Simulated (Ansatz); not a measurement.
# Formation energy and levels of the substitutional impurity I_N in GaN (F-43m)

Aim: at which Fermi levels does I_N in GaN (F-43m) change its charge? The model is a cell of 54 host atoms with 1 N taken out and 1 I put in.

Program: Ansatz 0.2.0. Level of theory: place-levels on r2SCAN runs: charge-transition levels and formation energies with image-charge correction and potential alignment at the atomic sites; PAW set soft_1. Results are calculated unless marked as measured.

**1. Starting point**

The cell holds 54 atoms: 27 Ga, 26 N and 1 I. Its edges and angles: a = 9.542 Å, b = 9.542 Å, c = 9.542 Å, α = 60.0°, β = 60.0°, γ = 60.0°. It derives from GaN (space group F-43m). Nearest the centre at fractional (0.417, 0.417, 0.417): I28 at 0.00 Å, Ga29 at 1.95 Å, Ga45 at 1.95 Å, Ga33 at 1.95 Å, Ga27 at 1.95 Å, N46 at 3.18 Å, N34 at 3.18 Å, N16 at 3.18 Å.

Coordinates:

```xyz
54
Lattice="0.0000 6.7473 6.7473 6.7473 0.0000 6.7473 6.7473 6.7473 0.0000" Properties=species:S:1:pos:R:3 pbc="T T T"
Ga    0.0000    0.0000    0.0000
N     1.1245    1.1245    1.1245
Ga    2.2491    2.2491    0.0000
N     3.3736    3.3736    1.1245
Ga    4.4982    4.4982    0.0000
N     5.6227    5.6227    1.1245
Ga    2.2491    0.0000    2.2491
N     3.3736    1.1245    3.3736
Ga    4.4982    2.2491    2.2491
N     5.6227    3.3736    3.3736
Ga    6.7473    4.4982    2.2491
N     7.8718    5.6227    3.3736
Ga    4.4982    0.0000    4.4982
N     5.6227    1.1245    5.6227
Ga    6.7473    2.2491    4.4982
N     7.8718    3.3736    5.6227
Ga    8.9964    4.4982    4.4982
N    10.1209    5.6227    5.6227
Ga    0.0000    2.2491    2.2491
N     1.1245    3.3736    3.3736
Ga    2.2491    4.4982    2.2491
N     3.3736    5.6227    3.3736
Ga    4.4982    6.7473    2.2491
N     5.6227    7.8718    3.3736
Ga    2.2491    2.2491    4.4982
N     3.3736    3.3736    5.6227
Ga    4.4982    4.4982    4.4982
I     5.6227    5.6227    5.6227
Ga    6.7473    6.7473    4.4982
N     7.8718    7.8718    5.6227
Ga    4.4982    2.2491    6.7473
N     5.6227    3.3736    7.8718
Ga    6.7473    4.4982    6.7473
N     7.8718    5.6227    7.8718
Ga    8.9964    6.7473    6.7473
N    10.1209    7.8718    7.8718
Ga    0.0000    4.4982    4.4982
N     1.1245    5.6227    5.6227
Ga    2.2491    6.7473    4.4982
N     3.3736    7.8718    5.6227
Ga    4.4982    8.9964    4.4982
N     5.6227   10.1209    5.6227
Ga    2.2491    4.4982    6.7473
N     3.3736    5.6227    7.8718
Ga    4.4982    6.7473    6.7473
N     5.6227    7.8718    7.8718
Ga    6.7473    8.9964    6.7473
N     7.8718   10.1209    7.8718
Ga    4.4982    4.4982    8.9964
N     5.6227    5.6227   10.1209
Ga    6.7473    6.7473    8.9964
N     7.8718    7.8718   10.1209
Ga    8.9964    8.9964    8.9964
N    10.1209   10.1209   10.1209
```

Known beforehand: the electronic dielectric constant, 6.00, and the static one, 10.56, computed on the host (DFPT, PBEsol, on the r2SCAN cell), and a cell off the functional's own equilibrium shifts the ionic part.

The cell's shortest repeat is 9.5 Å.

**2. Charge states**

Levels follow from differences of total energies between charge states, each relaxed by itself.

Random displacements of about 0.05 Å break the site symmetry at the start, so that the relaxation can reach a distorted minimum if there is one. Forces are taken on a 2×2×2 shifted mesh. The cell holds 1 electron more than the neutral one, with a uniform background that keeps it neutral on the whole. The electron count is odd, so at least one spin is unpaired; this run locks the moment at 1 μB.

The sampling was tested on the host first: at the k-points planned (1x1x1 shifted 0.25 0.25 0.25) its energy lies 0.067 eV an atom from the dense-mesh value, so the final energies take a denser sampling.

One of the inputs; charge, spin and start change from state to state.

File qm1_M1.relax/input.yaml:

```yaml
crystal:
  lattice:
    - [0.0, 6.74729083, 6.74729083]
    - [6.74729083, 0.0, 6.74729083]
    - [6.74729083, 6.74729083, 0.0]
  atoms:
    - { symbol: Ga, position: [0.0, 0.0, 0.0] }
    - { symbol: "N", position: [0.08333333, 0.08333333, 0.08333333] }
    - { symbol: Ga, position: [0.0, 0.0, 0.33333333] }
    - { symbol: "N", position: [0.08333333, 0.08333333, 0.41666667] }
    - { symbol: Ga, position: [0.0, 0.0, 0.66666667] }
    - { symbol: "N", position: [0.08333333, 0.08333333, 0.75] }
    - { symbol: Ga, position: [0.0, 0.33333333, 0.0] }
    - { symbol: "N", position: [0.08333333, 0.41666667, 0.08333333] }
    - { symbol: Ga, position: [0.0, 0.33333333, 0.33333333] }
    - { symbol: "N", position: [0.08333333, 0.41666667, 0.41666667] }
    - { symbol: Ga, position: [0.0, 0.33333333, 0.66666667] }
    - { symbol: "N", position: [0.08333333, 0.41666667, 0.75] }
    - { symbol: Ga, position: [0.0, 0.66666667, 0.0] }
    - { symbol: "N", position: [0.08333333, 0.75, 0.08333333] }
    - { symbol: Ga, position: [0.0, 0.66666667, 0.33333333] }
    - { symbol: "N", position: [0.08333333, 0.75, 0.41666667] }
    - { symbol: Ga, position: [0.0, 0.66666667, 0.66666667] }
    - { symbol: "N", position: [0.08333333, 0.75, 0.75] }
    - { symbol: Ga, position: [0.33333333, 0.0, 0.0] }
    - { symbol: "N", position: [0.41666667, 0.08333333, 0.08333333] }
    - { symbol: Ga, position: [0.33333333, 0.0, 0.33333333] }
    - { symbol: "N", position: [0.41666667, 0.08333333, 0.41666667] }
    - { symbol: Ga, position: [0.33333333, 0.0, 0.66666667] }
    - { symbol: "N", position: [0.41666667, 0.08333333, 0.75] }
    - { symbol: Ga, position: [0.33333333, 0.33333333, 0.0] }
    - { symbol: "N", position: [0.41666667, 0.41666667, 0.08333333] }
    - { symbol: Ga, position: [0.33333333, 0.33333333, 0.33333333] }
    - { symbol: I, position: [0.41666667, 0.41666667, 0.41666667] }
    - { symbol: Ga, position: [0.33333333, 0.33333333, 0.66666667] }
    - { symbol: "N", position: [0.41666667, 0.41666667, 0.75] }
    - { symbol: Ga, position: [0.33333333, 0.66666667, 0.0] }
    - { symbol: "N", position: [0.41666667, 0.75, 0.08333333] }
    - { symbol: Ga, position: [0.33333333, 0.66666667, 0.33333333] }
    - { symbol: "N", position: [0.41666667, 0.75, 0.41666667] }
    - { symbol: Ga, position: [0.33333333, 0.66666667, 0.66666667] }
    - { symbol: "N", position: [0.41666667, 0.75, 0.75] }
    - { symbol: Ga, position: [0.66666667, 0.0, 0.0] }
    - { symbol: "N", position: [0.75, 0.08333333, 0.08333333] }
    - { symbol: Ga, position: [0.66666667, 0.0, 0.33333333] }
    - { symbol: "N", position: [0.75, 0.08333333, 0.41666667] }
    - { symbol: Ga, position: [0.66666667, 0.0, 0.66666667] }
    - { symbol: "N", position: [0.75, 0.08333333, 0.75] }
    - { symbol: Ga, position: [0.66666667, 0.33333333, 0.0] }
    - { symbol: "N", position: [0.75, 0.41666667, 0.08333333] }
    - { symbol: Ga, position: [0.66666667, 0.33333333, 0.33333333] }
    - { symbol: "N", position: [0.75, 0.41666667, 0.41666667] }
    - { symbol: Ga, position: [0.66666667, 0.33333333, 0.66666667] }
    - { symbol: "N", position: [0.75, 0.41666667, 0.75] }
    - { symbol: Ga, position: [0.66666667, 0.66666667, 0.0] }
    - { symbol: "N", position: [0.75, 0.75, 0.08333333] }
    - { symbol: Ga, position: [0.66666667, 0.66666667, 0.33333333] }
    - { symbol: "N", position: [0.75, 0.75, 0.41666667] }
    - { symbol: Ga, position: [0.66666667, 0.66666667, 0.66666667] }
    - { symbol: "N", position: [0.75, 0.75, 0.75] }
  host:
    repeats: [3, 3, 3]
    atoms:
      - { symbol: Ga, position: [0.0, 0.0, 0.0] }
      - { symbol: "N", position: [0.25, 0.25, 0.25] }
total_charge: -1
basis:
  ecutwfc: 500
  xc_grid: 2
hamiltonian:
  xc: r2scan
  pseudopotentials: { kind: paw, azcp: { folder: soft_1 } }
kpoints:
  mp_grid: { grid: [2, 2, 2], shift: [0.5, 0.5, 0.5] }
magnetization:
  spin_polarized: true
  initial_magnetization: 1
  spin_locking: { lock_magnetization: hard }
scf:
  occupations: { method: fixed }
  max_iter: 80
output:
  forces: true
  charged_corrections:
    epsilon: 6.0
    static_epsilon: 10.56
    defect_position: [0.416667, 0.416667, 0.416667]
relax:
  f_tol: 0.02
  max_steps: 80
  random_displacement: { amplitude: 0.05, seed: 4697 }
checkpoint:
  write: "../qm1_M1.relax.run"
  compress: false
  write_wavefunctions: true
  write_every: 100000
```

Launch:

```console
> ansatz run input.yaml --threads 4 --pin off --max-ram 15073MiB --backend cpu --events-out ev --progress --plain --runs-dir out
```

The run of this state that the levels use, under r2SCAN:

File qm1_M1.point/input.yaml:

```yaml
crystal:
  checkpoint: "../qm1_M1.relax.run"
  host: checkpoint
total_charge: -1
basis:
  ecutwfc: 500
  xc_grid: 2
hamiltonian:
  xc: r2scan
  pseudopotentials: { kind: paw, azcp: { folder: soft_1 } }
kpoints:
  mp_grid: { grid: [2, 2, 2], shift: [0.5, 0.5, 0.5] }
magnetization:
  spin_polarized: true
  initial_magnetization: 1
  spin_locking: { lock_magnetization: hard }
scf:
  occupations: { method: fixed }
  max_iter: 80
output:
  forces: true
  eigenvalues: true
  charged_corrections:
    epsilon: 6.0
    static_epsilon: 10.56
    defect_position: [0.416667, 0.416667, 0.416667]
  eigenstates: { localisation: true }
  populations: true
  efg: {}
checkpoint:
  read: "../qm1_M1.relax.run"
  write: "../qm1_M1.point.run"
  compress: false
  write_wavefunctions: false
  write_every: 100000
```

Relaxations under r2SCAN at a 2×2×2 shifted mesh; times on 4 threads of Arm Neoverse V2, shared host:

```
charge  moment (μB)  occupations    outcome  steps  largest displacement against the far atoms (Å)     time
    −1            1        fixed  converged     17                                            0.79   33 min
     0            0        fixed  converged     18                                            0.80   13 min
    +1            1        fixed  converged     16                                            0.70   29 min
    +2            0        fixed  converged      6                                            0.50  5.2 min
     0            2        fixed  converged     13                                            0.69   26 min
```

Single points under r2SCAN at a 2×2×2 shifted mesh; times on 4 threads of Arm Neoverse V2, shared host:

| charge | moment (μB) | occupations | outcome | time |
| --- | --- | --- | --- | --- |
| −1 | 1 | fixed | converged | 1.7 min |
| 0 | 0 | fixed | converged | 47 s |
| +1 | 1 | fixed | converged | 1.7 min |
| +2 | 0 | fixed | converged | 41 s |
| 0 | 2 | fixed | converged | 1.9 min |

Distances (Å) from I28 to the nearest atoms after relaxation with r2SCAN:

```csv
charge,moment (μB),1.,2.,3.,4.,5.,6.
−1,1,Ga 2.48,Ga 2.48,Ga 2.58,Ga 2.63,N 3.11,N 3.11
0,0,Ga 2.47,Ga 2.47,Ga 2.47,Ga 2.60,N 3.10,N 3.11
0,2,Ga 2.47,Ga 2.47,Ga 2.56,Ga 2.56,N 3.14,N 3.14
+1,1,Ga 2.46,Ga 2.46,Ga 2.46,Ga 2.53,N 3.15,N 3.15
+2,0,Ga 2.44,Ga 2.45,Ga 2.45,Ga 2.45,N 3.23,N 3.23
```

(Continued in part 2 of 2.)

[Logs are printed without paths, hosts, clocks, repeated set-up lines and the standing remarks that a program may print on its own settings, such as how far it seeks lower states.]

[Hosts, paths, dates, database ids (printed as entryN), source tags and the programs' standing remarks are cut or masked in the printed files.]

[Where a table of states has a column of steps, it counts the stored structures, which are thinned; the runs took as many ionic steps or more.]

[A defect's name tells the site on which it was built; relaxed atoms can leave that site.]

[For some hosts the program warned that the k-mesh of the response run may be too coarse for force constants and the static dielectric constant; such warnings are not shown here.]
